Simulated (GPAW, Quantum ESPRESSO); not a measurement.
Consider Y (P6_3/mmc).

```
Y
1.0
     3.64740    0.00000    0.00000
    -1.82370    3.15874    0.00000
     0.00000    0.00000    5.73060
Y
2
Direct
  0.66667 0.33333 0.75000
  0.33333 0.66667 0.25000
```

Absorber: atom 1, with 6 Y at 3.56 Å and 6 Y at 3.65 Å (anticuboctahedral, as in hcp, site symmetry -6m2). Method: Quantum ESPRESSO XSpectra, LDA, excited-electron core hole (neutral cell), 6-atom cell with 6.3 Å between holes, 5×5×5 k points, dipole transitions, Lorentzian half width 0.75 eV.

Where do the maxima of the Y L₃ edge fall?

Main maxima up to 30 eV above the zero (height): 1.2 eV (2.22), 4.0 eV (2.07), 10.5 eV (0.79), 17.2 eV (0.73) and 29.0 eV (0.56). At an L edge the dipole rule selects empty d (and weakly s) states on the absorber, and the strong line at the onset measures the empty part of its d band. 

The Y L₃ spectrum (energy from the energy zero of the input (xe0, at the border of filled and empty states); intensity scaled to a mean of 1 over the first 20 eV; the points at xe0, where the cut of filled states can leave a spike, are interpolated; polarised curves are means over the symmetry-equivalent atoms):

```csv
E (eV),isotropic,ε ⊥ c,ε ∥ c
-2.0,0.22,0.22,0.22
-1.0,0.43,0.43,0.44
0.0,1.16,1.13,1.22
1.0,2.13,2.07,2.23
2.0,2.02,2.07,1.90
3.0,1.85,1.86,1.84
4.0,2.07,2.04,2.12
5.0,1.55,1.55,1.55
6.0,0.90,0.89,0.90
7.0,0.74,0.75,0.74
8.0,0.73,0.72,0.74
9.0,0.70,0.70,0.70
10.0,0.76,0.77,0.73
11.0,0.76,0.77,0.75
12.0,0.64,0.62,0.68
13.0,0.51,0.51,0.53
14.0,0.48,0.49,0.47
15.0,0.52,0.51,0.53
16.0,0.62,0.62,0.62
17.0,0.73,0.74,0.71
18.0,0.67,0.69,0.65
19.0,0.63,0.64,0.62
20.0,0.60,0.59,0.63
21.0,0.62,0.60,0.67
22.0,0.63,0.62,0.64
23.0,0.56,0.57,0.55
24.0,0.51,0.52,0.47
25.0,0.48,0.50,0.46
26.0,0.50,0.51,0.49
27.0,0.52,0.52,0.52
28.0,0.55,0.53,0.60
29.0,0.56,0.55,0.59
30.0,0.54,0.55,0.53
31.0,0.56,0.58,0.52
32.0,0.53,0.54,0.51
```

Only the L₃ part is meant: spin–orbit coupling of the core level isn't computed and the L₂ copy isn't added. XSpectra leaves a spike where filled states are cut (about half a line width round xe0); it is interpolated away in tables and plots. The holes are only 6.3 Å apart, so the shape is probably not converged with cell size; no larger cell was run here. The structure is a published determination, not relaxed.

[Banner, clock and machine lines of the logs are left out without a mark of their own.]

[Logs are printed without paths, hosts, clocks, repeated set-up lines and the standing remarks that a program may print on its own settings, such as how far it seeks lower states.]

[Hosts, paths, dates, database ids (printed as entryN), source tags and the programs' standing remarks are cut or masked in the printed files.]

[Lists of maxima count a maximum above −3 eV only where it reaches 4 % of the highest in the window and stands out from its surroundings by 2 % of it (1.5 % where it reaches 55 %); shoulders and weaker maxima are passed over, and of the rest the first, up to two pre-edge ones and the few strongest are named.]
